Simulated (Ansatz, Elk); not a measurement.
## Bonding as seen by X-rays: BaTi2Cu2

Structure refinements treat a crystal as free atoms side by side. For a made-up structure of BaTi2Cu2 (cell and positions from a PBEsol relaxation) the runs below show what the calculated density changes in F(hkl).

Method: DFT, PBE, all-electron APW+lo, Dirac cores, scalar-relativistic bands, static density, no spin, in Elk 11.2.3 (patched build).

The structure was built from a prototype and need not be the compound's stable phase.

## 1. Set-up

The structure is tetragonal, space group I4/mmm (No. 139). Conventional cell: a = 4.585 Å, b = 4.585 Å, c = 10.117 Å, α = 90.00°, β = 90.00°, γ = 90.00°. Nearest to Ba lie 8 Cu at 3.41 Å and 10 Ti at 3.51 to 3.59 Å. Nearest to Cu lie 4 Ti at 2.49 Å and 4 Cu at 3.24 Å and 4 Ba at 3.41 Å. Nearest to Ti lie 4 Cu at 2.49 Å and 1 Ti at 3.09 Å and 5 Ba at 3.51 to 3.59 Å. Farther neighbours are not listed.

## 2. Ground state and structure factors

An all-electron density is needed, since X-rays see the cores too. Task 0 finds the density and task 195 Fourier-transforms it; tshift is off so that phases refer to the origin typed.

Input file elk.in:

```
tasks
  0
  195

xctype
  20

spinpol
  .false.

rgkmax
  7.0

gmaxvr
  14.0

lmaxo
  7

lmaxapw
  8

swidth
  0.002

tshift
  .false.

ramdisk
  .false.

hmaxvr
  5.5

maxscl
  120

epspot
  1e-06

sppath
  './'

avec
  -4.33252423671 4.33252423671 9.55916395485
  4.33252423671 -4.33252423671 9.55916395485
  4.33252423671 4.33252423671 -9.55916395485

atoms
  3
  'Ba.in'
  1
  0.0000000000 0.0000000000 0.0000000000   0.000000 0.000000 0.000000
  'Cu.in'
  2
  0.2500000000 0.7500000000 0.5000000000   0.000000 0.000000 0.000000
  0.7500000000 0.2500000000 0.5000000000   0.000000 0.000000 0.000000
  'Ti.in'
  2
  0.3471761189 0.3471761189 0.0000000000   0.000000 0.000000 0.000000
  0.6528238811 0.6528238811 0.0000000000   0.000000 0.000000 0.000000

ngridk
  7 7 7
```

The run is started by

```bash
$ OMP_NUM_THREADS=4 elk
```

Numbers of over 12 decimals in the logs are rounded to 6 here.

The program printed:

```text
┌─────────────────────────┐
│ Elk code version 11.2.3 │
└─────────────────────────┘

All units are atomic (Hartree, Bohr, etc.)

┌─────────────────────────────────────────────────┐
│ Ground-state run starting from atomic densities │
└─────────────────────────────────────────────────┘

Lattice vectors :
  -4.332524237       4.332524237       9.559163955
   4.332524237      -4.332524237       9.559163955
   4.332524237       4.332524237      -9.559163955

Reciprocal lattice vectors :
 -0.1644714043E-16  0.7251183102      0.3286472194
  0.7251183102     -0.1644714043E-16  0.3286472194
  0.7251183102      0.7251183102     -0.1315916555E-16

Unit cell volume      :    717.7313290
Brillouin zone volume :   0.3456031574

Muffin-tin inner radius fraction :   0.1000000000E-01

Nuclei treated as point charges

Species : 1 (Ba)
 parameters loaded from : Ba.in
 name : barium
 nuclear charge    :   -56.00000000
 electronic charge :    56.00000000
 atomic mass :    250331.8071
 muffin-tin radius :    2.800000000
 number of radial points in muffin-tin :   1393
 inner part over the whole radius :   0.9950032293E-02
 number on inner part of muffin-tin    :    996
 approximate nuclear radius :   0.9171481901E-04
 number of mesh points to nuclear radius :    504
 atomic positions (lattice), magnetic fields (Cartesian) :
  1 :   0.00000000  0.00000000  0.00000000    0.00000000  0.00000000  0.00000000

Species : 2 (Cu)
 parameters loaded from : Cu.in
 name : copper
 nuclear charge    :   -29.00000000
 electronic charge :    29.00000000
 atomic mass :    115837.2717
 muffin-tin radius :    2.332029590
 number of radial points in muffin-tin :    993
 inner part over the whole radius :   0.9977102928E-02
 number on inner part of muffin-tin    :    701
 approximate nuclear radius :   0.7406004541E-04
 number of mesh points to nuclear radius :    337
 atomic positions (lattice), magnetic fields (Cartesian) :
  1 :   0.25000000 -0.25000000  0.50000000    0.00000000  0.00000000  0.00000000
  2 :  -0.25000000  0.25000000  0.50000000    0.00000000  0.00000000  0.00000000

Species : 3 (Ti)
 parameters loaded from : Ti.in
 name : titanium
 nuclear charge    :   -22.00000000
 electronic charge :    22.00000000
 atomic mass :    87256.20317
 muffin-tin radius :    2.332029590
 number of radial points in muffin-tin :    993
 inner part over the whole radius :   0.9914826238E-02
 number on inner part of muffin-tin    :    698
 approximate nuclear radius :   0.6805665174E-04
 number of mesh points to nuclear radius :    325
 atomic positions (lattice), magnetic fields (Cartesian) :
  1 :   0.34717612  0.34717612  0.00000000    0.00000000  0.00000000  0.00000000
  2 :  -0.34717612 -0.34717612  0.00000000    0.00000000  0.00000000  0.00000000

Total number of atoms per unit cell :    5
Total muffin-tin volume :    304.4483282
 ratio of muffin-tin to unit cell volume :   0.4241814672

Spin treatment :
 spin-unpolarised

Number of Bravais lattice symmetries :   16
Number of crystal symmetries         :   16
Crystal has inversion symmetry
Real symmetric eigensolver will be used

k-point grid :      7     7     7
k-point offset :    0.000000000       0.000000000       0.000000000
k-point set is reduced with full crystal symmetry group
Total number of k-points :       40

Muffin-tin radius times maximum |G+k| :    7.000000000
 using average radius
Maximum |G+k| for APW functions       :    2.885855741
Maximum (1/2)|G+k|²                   :    4.164081679
Maximum |G| for potential and density :    14.00000000
Constant for pseudocharge density :   10
 order of it for each species :   17  17  17
 order of it for pair densities of each species (exact exchange by exxq0 0: 18) :   13   9   9
Radial integration step length :    1

G-vector grid sizes :     54    54    54
Number of G-vectors :    33323

Maximum angular momentum used for
 APW functions            :    8
 outer part of muffin-tin :    7
 inner part of muffin-tin :    2

Total nuclear charge    :   -158.0000000
[...]
correlation                 :     -7.722815
 electron entropic           :    -0.23382956380498E-02
 total energy                :     -13155.348320517

Density of states at Fermi energy :    180.0462419
 (states/Hartree/unit cell)

Estimated indirect band gap :   0.5462695984E-03
 from k-point 21 to k-point 26
Estimated direct band gap   :   0.4469162671E-02
 at k-point 9

Charges :
 core                        :    80.00000000
 valence                     :    78.00000000
 interstitial                :    9.120712774
 muffin-tins (core leakage)
  species : 1 (Ba)
   atom 1                    :    53.93784585     (  0.5164988885E-05)
  species : 2 (Cu)
[...]
species : 3 (Ti)
[...]
total in muffin-tins        :    148.8792872
 total calculated charge     :    157.9993829
 total charge                :    158.0000000
 error                       :   0.6171305067E-03

RMS change in Kohn-Sham potential (target) :   0.7302143119     (  0.1000000000E-05)
Absolute change in total energy (target)   :    1.111394825     (  0.1000000000E-03)

[... loops 3 to 18 left out ...]

┌──────────────────┐
│ Loop number : 19 │
└──────────────────┘

Energies :
 Fermi                       :     0.245066
 sum of occupied eigenvalues :     -7904.5417268966
 electron kinetic            :      13778.990949163
 core electron kinetic       :      13007.395032330
 Coulomb                     :     -26518.006323851
 Coulomb potential           :     -21139.461952534
 nuclear-nuclear             :     -1468.6070167552
 electron-nuclear            :     -28994.167541984
 Hartree                     :      3944.7682348873
 Madelung                    :     -15948.275347584
 xc potential                :     -544.07072352556
 exchange                    :     -410.19732209392
 correlation                 :     -7.741511
 electron entropic           :    -0.20603738279628E-02
 total energy                :     -13156.956268114

Density of states at Fermi energy :    146.8446261
 (states/Hartree/unit cell)

Estimated indirect band gap :   0.2387964253E-03
 from k-point 33 to k-point 9
Estimated direct band gap   :   0.3590800550E-02
 at k-point 33

Charges :
 core                        :    80.00000000
 valence                     :    78.00000000
 interstitial                :    7.607739285
 muffin-tins (core leakage)
  species : 1 (Ba)
[...]
species : 2 (Cu)
[...]
species : 3 (Ti)
[...]
total in muffin-tins        :    150.3922607
 total calculated charge     :    157.9995044
 total charge                :    158.0000000
 error                       :   0.4956319718E-03

RMS change in Kohn-Sham potential (target) :   0.4226670654E-06 (  0.1000000000E-05)
Absolute change in total energy (target)   :   0.7675480447E-06 (  0.1000000000E-03)

Convergence targets achieved

┌──────────────────┐
│ Loop number : 20 │
└──────────────────┘

Energies :
 Fermi                       :     0.245066
 sum of occupied eigenvalues :     -7904.5417000451
 electron kinetic            :      13778.990983375
 core electron kinetic       :      13007.395046415
 Coulomb                     :     -26518.006327168
 Coulomb potential           :     -21139.461938751
 nuclear-nuclear             :     -1468.6070167552
 electron-nuclear            :     -28994.167559949
 Hartree                     :      3944.7682495361
 Madelung                    :     -15948.275357792
 xc potential                :     -544.07074466869
 exchange                    :     -410.19732222414
 correlation                 :     -7.741511
 electron entropic           :    -0.20603725118723E-02
 total energy                :     -13156.956237345

Density of states at Fermi energy :    146.8445272
 (states/Hartree/unit cell)

Estimated indirect band gap :   0.2388306972E-03
 from k-point 33 to k-point 9
Estimated direct band gap   :   0.3590831409E-02
 at k-point 33

Charges :
 core                        :    80.00000000
 valence                     :    78.00000000
 interstitial                :    7.607739392
 muffin-tins (core leakage)
  species : 1 (Ba)
[...]
species : 2 (Cu)
[...]
atom 2                    :    28.15895743     (  0.2280157325E-03)
  species : 3 (Ti)
   atom 1                    :    20.14844261     ( -0.2181072425E-06)
   atom 2                    :    20.14844261     ( -0.2181072425E-06)
 total in muffin-tins        :    150.3922606
 total calculated charge     :    157.9995044
 total charge                :    158.0000000
 error                       :   0.4956318203E-03

┌──────────────────────────────┐
│ Self-consistent loop stopped │
└──────────────────────────────┘

Warning : core states of species 2 leak from the muffin-tin :   0.2280157325E-03

Wrote STATE.OUT
```

It took 55 s on 4 threads of Arm Neoverse V2, shared host; peak memory 0.27 GiB.

SFACRHO.OUT:

```text

h k l indices transformed by vhmat matrix:
   1.000000000       0.000000000       0.000000000    
   0.000000000       1.000000000       0.000000000    
   0.000000000       0.000000000       1.000000000    

      h      k      l  multipl.   |H|            Re(F)            Im(F)           |F|

      0      0      0      1   0.0000000       158.00000      0.47821052E-16   158.00000    
     -1     -1      1      2  0.65729444      -16.243209      0.74703923E-14   16.243209    
      0      1      0      8  0.79611906       28.418309      -0.0000000       28.418309    
      0      0     -1      4   1.0254721       32.584300     -0.53519804E-14   32.584300    
     -1     -1      2      8   1.2180431       82.145912     -0.12450654E-13   82.145912    
     -2     -1      1      8   1.2238781       77.299812      -0.0000000       77.299812    
     -2     -2      2      2   1.3145889       67.087153     -0.12450654E-13   67.087153    
      1     -1     -1      4   1.4502366       119.19960      0.38956662E-14   119.19960    
     -2      0      2      8   1.5922381      -11.229318      0.99605231E-14   11.229318    
      1     -2      0     16   1.6543856       24.793611      -0.0000000       24.793611    
     -3     -1      2      8   1.6672543      -23.204243     -0.18675981E-13   23.204243    
      3      2     -3      8   1.7961129       37.631910      -0.0000000       37.631910    
      2      1     -3     16   1.8976469       65.485071      -0.0000000       65.485071    
      3      1     -3      8   1.9573784       57.997377     -0.21166112E-13   57.997377    
     -3     -3      3      2   1.9718833       22.461794     -0.56027942E-13   22.461794    
      2     -2      0      4   2.0509443       102.61418      0.65093552E-16   102.61418    
      1      1     -3      8   2.1536965      -8.7776229     -0.14940785E-13   8.7776229    
      1     -2      2      8   2.2000405       22.636015     -0.12450654E-14   22.636015
```

Elk indexes on the primitive cell of elk.in and gives |H| = 4π sin θ/λ in inverse bohr. Below, one row stands for each form hkl of the conventional cell (m members, Friedel mates merged), F is for one primitive cell and the density is static (no thermal factor). Free-atom factors are Waasmaier and Kirfel's, and R is Σm||F|−|F'||/Σm|F|.

```csv
hkl,m,sin θ/λ (Å⁻¹),"abs F, DFT",neutral atoms,diff.
002,2,0.099,16.243,16.387,-0.144
101,8,0.120,28.418,28.390,+0.029
110,4,0.154,32.584,32.142,+0.442
112,8,0.183,82.146,82.645,-0.499
103,8,0.184,77.300,77.581,-0.281
004,2,0.198,67.087,67.318,-0.231
200,4,0.218,119.200,120.174,-0.974
202,8,0.239,11.229,12.272,-1.043
211,16,0.249,24.794,24.773,+0.021
114,8,0.251,23.204,24.207,-1.002
105,8,0.270,37.632,37.777,-0.145
213,16,0.285,65.485,65.646,-0.161
204,8,0.294,57.997,58.624,-0.627
006,2,0.296,22.462,21.820,+0.642
```

## 3. The highest occupied states alone

An energy window below the Fermi level keeps the highest occupied states, to see at which angles they scatter; shallow core shells can lie inside it and anion s states outside. No new self-consistency is needed.

elk.in, as its differences from that of step 2:

```diff
@@ -1,3 +1,2 @@
 tasks
-  0
   195
@@ -40,2 +39,5 @@
 
+wsfac
+  -0.195930 0.545070
+
 sppath
```

The run is started by

```bash
$ OMP_NUM_THREADS=4 elk
```

The program printed:

```text
┌─────────────────────────────────┐
│ Elk code version 11.2.3 started │
└─────────────────────────────────┘

Info(readinput): the functional depends on the density's gradient
 muffin-tin radial points multiplied by    2.00000
 (not where nrmtscf is given)

┌────────────────────┐
│ Current task : 195 │
└────────────────────┘
Info(checkmt): changed muffin-tin radius of species 2 (Cu) from   2.4000 to   2.3320
Info(checkmt): changed muffin-tin radius of species 3 (Ti) from   2.4000 to   2.3320

Info(sfacrho): density structure factors written to SFACRHO.OUT

 Energy window :  -0.1959300000      0.5450700000

┌──────────────────┐
│ Elk code stopped │
└──────────────────┘
```

It took 13 s on 4 threads; peak memory 0.18 GiB; 17 s of CPU time.

States within 12 eV below the Fermi level hold 32.00 electrons; any levels below the window count with the cores. Their amplitudes can exceed the total, where window and core parts have opposite phase:

```csv
hkl,sin θ/λ (Å⁻¹),"abs F, window","abs F, all"
002,0.099,20.099,16.243
101,0.120,1.954,28.418
110,0.154,13.088,32.584
112,0.183,13.755,82.146
103,0.184,1.808,77.300
004,0.198,12.652,67.087
200,0.218,13.998,119.200
202,0.239,11.646,11.229
211,0.249,0.636,24.794
114,0.251,11.738,23.204
```

## 4. Another functional

The difference from free atoms is small, so it is set against the change that PBEsol makes.

elk.in, as its differences from that of step 3:

```diff
@@ -1,2 +1,3 @@
 tasks
+  0
   195
@@ -4,3 +5,3 @@
 xctype
-  20
+  22
 
@@ -39,5 +40,2 @@
 
-wsfac
-  -0.195930 0.545070
-
 sppath
```

The run is started by

```bash
$ OMP_NUM_THREADS=4 elk
```

The program printed:

```text
┌─────────────────────────┐
│ Elk code version 11.2.3 │
└─────────────────────────┘

All units are atomic (Hartree, Bohr, etc.)

┌─────────────────────────────────────────────────┐
│ Ground-state run starting from atomic densities │
└─────────────────────────────────────────────────┘

Lattice vectors :
  -4.332524237       4.332524237       9.559163955
   4.332524237      -4.332524237       9.559163955
   4.332524237       4.332524237      -9.559163955

Reciprocal lattice vectors :
 -0.1644714043E-16  0.7251183102      0.3286472194
[...]
species : 1 (Ba)
[...]
species : 2 (Cu)
[...]
species : 3 (Ti)
   atom 1                    :    20.14519140     ( -0.2180897276E-06)
   atom 2                    :    20.14519140     ( -0.2180897276E-06)
 total in muffin-tins        :    150.3776246
 total calculated charge     :    157.9995053
 total charge                :    158.0000000
 error                       :   0.4947059613E-03

┌──────────────────────────────┐
│ Self-consistent loop stopped │
└──────────────────────────────┘

Warning : core states of species 2 leak from the muffin-tin :   0.2324225217E-03

Wrote STATE.OUT
[key lines of the parts left out:]
total energy                :     -13149.185761561
```

Elapsed: 53 s, on 4 threads; peak memory 0.28 GiB.

Against the first run R = 0.02 %; the largest change is -0.038 at 200.

## 5. Basis size

A smaller basis shows how fast F responds to it; the change is likely larger than the basis error of the first run, but doesn't show convergence.

elk.in, as its differences from that of step 4:

```diff
@@ -5,3 +5,3 @@
 xctype
-  22
+  20
 
@@ -11,3 +11,3 @@
 rgkmax
-  7.0
+  5.5
```

The run is started by

```bash
$ OMP_NUM_THREADS=4 elk
```

The program printed:

```text
┌─────────────────────────┐
│ Elk code version 11.2.3 │
└─────────────────────────┘

All units are atomic (Hartree, Bohr, etc.)

┌─────────────────────────────────────────────────┐
│ Ground-state run starting from atomic densities │
└─────────────────────────────────────────────────┘

Lattice vectors :
  -4.332524237       4.332524237       9.559163955
   4.332524237      -4.332524237       9.559163955
   4.332524237       4.332524237      -9.559163955

Reciprocal lattice vectors :
 -0.1644714043E-16  0.7251183102      0.3286472194
[...]
species : 1 (Ba)
[...]
species : 2 (Cu)
[...]
species : 3 (Ti)
   atom 1                    :    20.08693535     ( -0.2181088110E-06)
   atom 2                    :    20.08693535     ( -0.2181088110E-06)
 total in muffin-tins        :    150.1402281
 total calculated charge     :    157.9990866
 total charge                :    158.0000000
 error                       :   0.9134207294E-03

┌──────────────────────────────┐
│ Self-consistent loop stopped │
└──────────────────────────────┘

Warning : core states of species 2 leak from the muffin-tin :   0.2282622346E-03

Wrote STATE.OUT
[key lines of the parts left out:]
total energy                :     -13156.753058938
```

Wall time 48 s (4 threads); peak memory 0.25 GiB.

Against the first run R = 0.04 %; the largest change is -0.112 at 200.

## 6. Settings against the effect

```csv
run,R against the first run (%),"R against neutral atoms, low angle (%)",wall time
"PBE, rgkmax 7",0.00,0.82,55 s
PBEsol,0.02,0.85,53 s
rgkmax 5.5,0.04,0.88,48 s
```

## 7. Summary of results

```json
{
 "R against neutral atoms, sin θ/λ < 0.3 Å⁻¹": "0.82 %",
 "R against neutral atoms, 0.3 to 0.77 Å⁻¹": "0.29 %"
}
```

Independent neutral atoms miss the calculated amplitudes by R = 0.82 % below 0.3 Å⁻¹ and 0.29 % from there to 0.77 Å⁻¹; by shells, 0.20 % below 0.15 Å⁻¹ (2 forms), 0.86 % 0.15 to 0.3 (12 forms), 0.48 % 0.3 to 0.45 (21 forms), 0.26 % above 0.45 (114 forms). Bonding, aspherical density and the tables' own atoms all enter these figures, and the runs don't part them. The largest change of an amplitude is -1.04 electrons, at 202. The window's part falls from 32.0 electrons at the origin to at most 5.28 between 0.45 and 0.77 Å⁻¹, where compact states inside the window still scatter. Below 0.3 Å⁻¹ the changes that finished (PBEsol and rgkmax 5.5) move F by R = 0.06 % at most, against the 0.82 % that separates it from free atoms. The k-mesh has no finished test. These runs have no spin, though d or f shells may be open. Part of the difference isn't bonding: the tables are fits to free atoms and ions calculated by other methods than this functional. Thermal motion, anomalous dispersion and extinction are left out.

[Logs are printed without paths, hosts, clocks, repeated set-up lines and the standing remarks that a program may print on its own settings, such as how far it seeks lower states.]

[Hosts, paths, dates, database ids (printed as entryN), source tags and the programs' standing remarks are cut or masked in the printed files.]
